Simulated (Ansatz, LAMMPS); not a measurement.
## Zn2+ PF6- in diglyme and dimethyl sulfoxide at 350 K (116 atoms): a reference run and its variants

Density of this cell: 1.55 g/cm³. The cell holds 116 atoms: 20 C, 10 O, 52 H, 4 S, 4 P, 24 F and 2 Zn. Cell: a = 11.136 Å, b = 11.136 Å, c = 11.136 Å, α = 90.0°, β = 90.0°, γ = 90.0°. 2 diglyme, 4 dimethyl sulfoxide, 2 Zn2+, 4 PF6- placed at random, at 1.55 g/cm³; overlaps pushed apart, then 10 ps at 550 K with stiff harmonic cages for PF6 and BF4 with UFF radii; divalent ions of Li, Roberts, Chakravorty and Merz (J. Chem. Theory Comput. 9, 2733 (2013)); MMFF94 bonds, angles, torsions, charges and radii (Halgren, J. Comput. Chem. 17, 490 (1996)) in harmonic and 12-6 forms; charges of ions scaled by 0.8. Snapshot after 30 ps at 350 K and fixed volume.

Geometry: as built.

Reference run: Kohn-Sham DFT, PBE+D3(BJ), PAW (set soft_2), plane waves (Ansatz 0.2.0), cutoff 750 eV, Γ point, fixed occupations.

- r.m.s. force component: 1.206 eV/Å
- gap (highest filled to lowest empty level): 3.329 eV
- SCF cycles: 10
- time: 18 s on 8 threads of Intel Xeon Platinum 8488C (Sapphire Rapids), shared host

**Question.** The same geometry is run again with each of these changes. How far do the results move, and how long does each run take?
- support functions medium
- support functions low
- support functions high
- support functions medium, radius 3.41 Å
- support functions medium, radius 3.69 Å
- support functions medium, radius 3.94 Å
- support functions medium, radius 4.22 Å
- support functions medium, radius 4.75 Å
- support functions medium, radius 5.27 Å

Each row is set against the run with plane waves at 750 eV (Kohn-Sham DFT, PBE+D3(BJ), PAW (set soft_2), plane waves; r.m.s. force component 1.21 eV/Å). Energies are set beside the reference only for runs with its functional, potentials and electron count. Times are for 8 threads of Intel Xeon Platinum 8488C (Sapphire Rapids), shared host.

```csv
run,"Δ force, r.m.s. (meV/Å)",share of r.m.s. force (%),Δ energy (meV/atom),Δ gap (eV),cycles,time,host memory (GiB)
reference,-,-,-,-,10,18 s,3.6
support functions medium,0.697,0.0578,-0.841,5.0e-4,19,1.9 min,4.8
support functions low,0.745,0.0617,-0.840,0.0011,18,97 s,4.5
support functions high,0.441,0.0366,-0.899,1.0e-4,24,7.5 min,12
"support functions medium, radius 3.41 Å",0.787,0.0653,-0.841,6.0e-4,19,91 s,4.6
"support functions medium, radius 3.69 Å",0.532,0.0441,-0.841,6.0e-4,20,96 s,5.1
"support functions medium, radius 3.94 Å",0.476,0.0395,-0.841,7.0e-4,20,2.2 min,5.6
"support functions medium, radius 4.22 Å",0.427,0.0354,-0.841,8.0e-4,20,3 min,6.1
"support functions medium, radius 4.75 Å",0.391,0.0324,-0.841,5.0e-4,21,4.9 min,7.5
"support functions medium, radius 5.27 Å",0.389,0.0322,-0.841,5.0e-4,21,6 min,9.5
```

Among numerical settings the force difference runs from 0.39 meV/Å (support functions medium, radius 5.27 Å) to 0.79 meV/Å (support functions medium, radius 3.41 Å). At 116 atoms the fastest of the runs at a preset level, support functions low, takes 5.3 times the time of plane waves, in 18 SCF cycles against 10. Differences between support functions and plane waves include what basis error the plane-wave run still has. As the radius goes from 3.41 to 5.27 Å, the force difference goes from 0.79 to 0.39 meV/Å, and the time from 91 s to 6 min. 

[Logs are printed without paths, hosts, clocks, repeated set-up lines and the standing remarks that a program may print on its own settings, such as how far it seeks lower states.]

[Hosts, paths, dates, database ids (printed as entryN), source tags and the programs' standing remarks are cut or masked in the printed files.]

[The MMFF94 radii named for the starting cell were scaled by 0.96; in molecules described by MMFF94, hydrogen bound to N, O or S took a small fixed 12-6 site in their place.]
